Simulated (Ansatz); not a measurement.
# AgO (F-43m): a soft mode frozen in, part 3 of 3

Aim: this structure of AgO (F-43m) is to be tested for unstable modes, and one is followed downhill.

Ansatz 0.2.0; DFT PBEsol, scalar-relativistic, plane waves, PAW; PAW set soft_1.

So far. Step 5 (Energy along the mode, all amplitudes (two of the runs …): The lowest of the steps tried is at 0.22 Å, 6.50 meV/atom below the parent; the bottom of the well need not coincide with a step. Step 7 (The new phase in its own primitive cell): The largest force component left is 0.42 meV/Å and the pressure is -0.001 GPa, within the tolerances set. The cell now holds 13.75 Å³/atom. The relaxed cell has a = 4.899, c = 9.169 Å (conventional setting).

### 8. Modes of the new phase, k-mesh 10×10×10

A relaxed structure may still be a saddle point, so its zone-centre modes are computed. No field response is asked, since the mesh shows no gap.

File input.yaml:

```yaml
crystal:
  lattice:
    - [-2.4493095671, 2.4493095671, 4.5847121623]
    - [2.4493095671, -2.4493095671, 4.5847121623]
    - [2.4493095671, 2.4493095671, -4.5847121623]
  atoms:
    - { symbol: Ag, position: [0.1724708351, 0.1724708351, 0.0] }
    - { symbol: Ag, position: [0.8275291649, 0.8275291649, 0.0] }
    - { symbol: Ag, position: [0.5, 0.0, 0.5] }
    - { symbol: Ag, position: [0.0, 0.5, 0.5] }
    - { symbol: O, position: [0.8606638189, 0.8606638189, 0.4248800485] }
    - { symbol: O, position: [0.4357837703, 0.4357837703, 0.5751199515] }
    - { symbol: O, position: [0.1393361811, 0.5642162297, 0.0] }
    - { symbol: O, position: [0.5642162297, 0.1393361811, 0.0] }
kpoints:
  mp_grid: { grid: [10, 10, 10] }
hamiltonian:
  xc: pbesol
  pseudopotentials: { kind: paw, azcp: { folder: soft_1 }, xc_functional: pbe }
scf:
  occupations: { method: methfessel_paxton, width: 0.2 }
output:
  eigenvalues: true
phonons:
  method: dfpt
```

Started as:

```sh
ansatz run input.yaml --threads 4 --pin off --max-ram 10240MiB --backend cpu --events-out ev --progress --plain --runs-dir out
```

Numbers of over 12 decimals in the logs are rounded to 6 here.

Output:

```text
[...]
Crystal: 8 atoms, lattice volume = 110.017 Å³
Basis set: ecut = 420 eV, 2131 PW (Γ), exchange–correlation on 80×80×80 points (8 copies of the dense FFT grid, shifted against one another)
Bands: 60, of which v1, the nominal top of the filled ones, is band 50 counted from 1 (49 counted from 0)
Symmetry: 8 space group operations
k-points: 504 of 1000 (irreducible under 1 space group operation, time reversal used)
[...]
SCF iter   1: F=—  HF=-32322.461908 eV  |F-HF|=—  |Δ(HF+E_count)|=         —  Δρ=8.32e-2  dr2=7.19e0  ethr=3.10e-3  ⟨swp⟩=5.2  Hψ=97242  notcnv=0  defer=80
[...]
SCF iter  13: F=-32321.124099 eV  HF=-32321.124099 eV  |F-HF|=0.00e0  |Δ(HF+E_count)|=  7.28e-12  S|Δr|=    0.00e0  Δρ=5.82e-8  dr2=3.08e-12  ethr=1.00e-12  ⟨swp⟩=11.6  Hψ=146983  notcnv=0
SCF 1 converged in 13 iterations: F = -32321.124099 eV  dr2 = 3.08e-12
[...]
DFPT response loops at Γ: preconditioner auto → Kerker (q_TF=auto, 2.685 Å⁻¹) (partly filled bands, converged f_vac=0.058); β = 1.00, the filter's whole step (`scf.mixing.beta` (0.50) is not read by the response loops under this deck's `scf.mixing.preconditioner`; to damp them name `kerker` or `kerker_dos`, under which they read `scf.mixing.beta`, and type it under 1.00, their step now; both keys bind the ground state too); Broyden in place of MSR1
SCF converged after 13 iterations
[...]
Free energy (F): -32321.124099 eV
[...]
Internal energy: -32321.123292 eV  (E = F + TS)
E sigma→0 (E₀):  -32321.123897 eV
Entropy (-TS):   -0.000807 eV (-0.101 meV/atom)
Fermi energy:    11.044990 eV
Step filling:    the computed levels leave a gap of 0.0000 eV = 0.0 smearing widths at the electron count; against every level under it full and every level over it empty, smearing changes F+E_penalty+E_count by -0.203 meV and its σ→0 estimate by -7.16e-4 meV
[...]
--- Band table (eV; the first three rows and the last of 504) ---
  k-point 0: bands = [... 46 lower, 9.6870, 10.0181, 10.5340, 10.8325, 10.8325, 11.1209, 12.4673, 17.5037, ... 6 higher]
  k-point 1: bands = [... 46 lower, 9.8143, 10.1737, 10.4393, 10.8150, 10.8670, 11.2412, 12.6995, 17.6099, ... 6 higher]
  k-point 2: bands = [... 46 lower, 9.8926, 10.2339, 10.5083, 10.7242, 10.9798, 11.3994, 13.2509, 17.1441, ... 6 higher]
  k-point 503: bands = [... 46 lower, 10.4924, 10.4924, 10.7218, 11.1061, 11.1061, 11.3543, 13.4287, 15.1799, ... 6 higher]
--- Phonons (Γ-DFPT): 7 representative perturbations + reference, on 504 of 1000 k-points (Σ response iterations 28) ---
  k mesh reduced under 1 symmetry operation, with k and −k counted as one. Each operation leaves every solved perturbation unchanged. A smaller set is not used because it would not reduce the number of displacements times k-points to solve
  ASR residual: 3.440e-5 → 0.000e0 eV/Å²; symmetrization residual: 4.333e-6 eV/Å²
  ASR residual per site (eV/Å²): 5.94e-6 5.94e-6 2.06e-5 2.06e-5 3.44e-5 3.44e-5 3.44e-5 3.44e-5
  Γ frequencies (cm⁻¹): -46.55 -46.55 0.00 0.00 0.00 93.84 93.84 104.06 132.48 144.26 144.26 166.30 198.31 260.85 260.85 293.07 305.98 305.98 314.44 330.91 460.59 481.77 489.81 489.81
  non-analytic LO–TO correction: not included (Born effective charges unavailable; polar crystals: no LO–TO splitting at Γ)
```

It took 21 min on 4 threads of Arm Neoverse V1, shared host; peak memory 7.4 GiB.

Numbers from this step:

```
sum-rule residual before enforcement                    : 3.44e-5 eV/Å²
point group                                             : -42m
highest optical mode at the zone centre (no LO-TO term) : 489.8 cm⁻¹
lowest optical zone-centre mode                         : -46.55 cm⁻¹
```

Patterns of degenerate modes are one choice out of their space. Modes at Γ, with each element's share of the kinetic energy (negative means imaginary):

```
mode  frequency (cm⁻¹)  symmetry  Ag %  O %
   1             -46.5         E    89   11
   2             -46.5         E    89   11
   3               0.0  acoustic    87   13
   4               0.0  acoustic    87   13
   5               0.0  acoustic    87   13
   6              93.8         E    88   12
   7              93.8         E    88   12
   8             104.1        A2    93    7
   9             132.5        A1    98    2
  10             144.3         E    95    5
  11             144.3         E    95    5
  12             166.3        B2    99    1
  13             198.3        B1     0  100
  14             260.9         E    14   86
  15             260.9         E    14   86
  16             293.1        B2    12   88
  17             306.0         E     6   94
  18             306.0         E     6   94
  19             314.4        A2     7   93
  20             330.9        A1     0  100
  21             460.6        B2     1   99
  22             481.8        A1     1   99
  23             489.8         E    21   79
  24             489.8         E    21   79
```

Displacements in mode 2 (-46.5 cm⁻¹), the largest set to 1:
```
Ag1  0.02 -0.27  0.00
Ag2  0.18 -0.32  0.00
Ag3  0.05  1.00  0.00
Ag4 -0.32 -0.15  0.00
O5   0.05 -0.39  0.17
O6   0.05 -0.39 -0.17
O7   0.23 -0.45  0.34
O8   0.23 -0.45 -0.34
```

Displacements in mode 16 (293.1 cm⁻¹), the largest set to 1:
```
Ag1  0.00  0.00 -0.18
Ag2  0.00  0.00 -0.18
Ag3  0.00  0.00 -0.11
Ag4  0.00  0.00 -0.11
O5   0.23  0.23  1.00
O6  -0.23 -0.23  1.00
O7  -0.23  0.23  1.00
O8   0.23 -0.23  1.00
```

Before it was imposed, the acoustic sum rule was missed by 3.4e-5 eV/Å². Small misses are needed for a sound result but don't prove that mesh and cutoff are converged. The lowest optical mode is imaginary, 46.5i cm⁻¹, so the energy falls along it.

### 9. Results

- unstable mode of the parent: q = (0.25, -0.5, -0.25), 72i cm⁻¹
- depth at the lowest point sampled: 6.50 meV/atom
- largest atomic shift at that point: 0.22 Å
- space group reached (within 0.01 Å): I-42m
- energy gained over the parent (first relaxation, on the mesh of the frozen mode): 75.5 meV/atom
- volume per atom, phase reached: 13.8 Å³
- lowest optical zone-centre mode, phase reached: -46.5 cm⁻¹
- highest optical mode at the zone centre (no LO-TO term), phase reached: 490 cm⁻¹

In words: Along this mode the structure falls into I-42m, 75.5 meV/atom below the parent. At the parent's cell the well is 6.499 meV/atom deep on the steps tried, with its lowest point at a shift of 0.22 Å. Relaxing atoms and cell changes the gain by +69.01 meV/atom against the lowest step (energies at zero smearing). Most of the total comes from this relaxation. The new phase still has an imaginary mode at the zone centre of its cell, so it is a saddle point on the way to a lower structure. Of the 2 patterns followed to their end from this parent, this one ends 176 meV/atom above the lowest, Pmma. Each path keeps the symmetry of its pattern, so a lower phase may lie along a pattern not tried. With no gap, or one that is small against the smearing, the frequencies hang on the k mesh and the smearing, most of all near Kohn anomalies. The phonon runs are without spin polarisation, although the cell has an odd electron count. The PAW files were made for PBE and serve the other functionals too.

[Logs are printed without paths, hosts, clocks, repeated set-up lines and the standing remarks that a program may print on its own settings, such as how far it seeks lower states.]

[Hosts, paths, dates, database ids (printed as entryN), source tags and the programs' standing remarks are cut or masked in the printed files.]
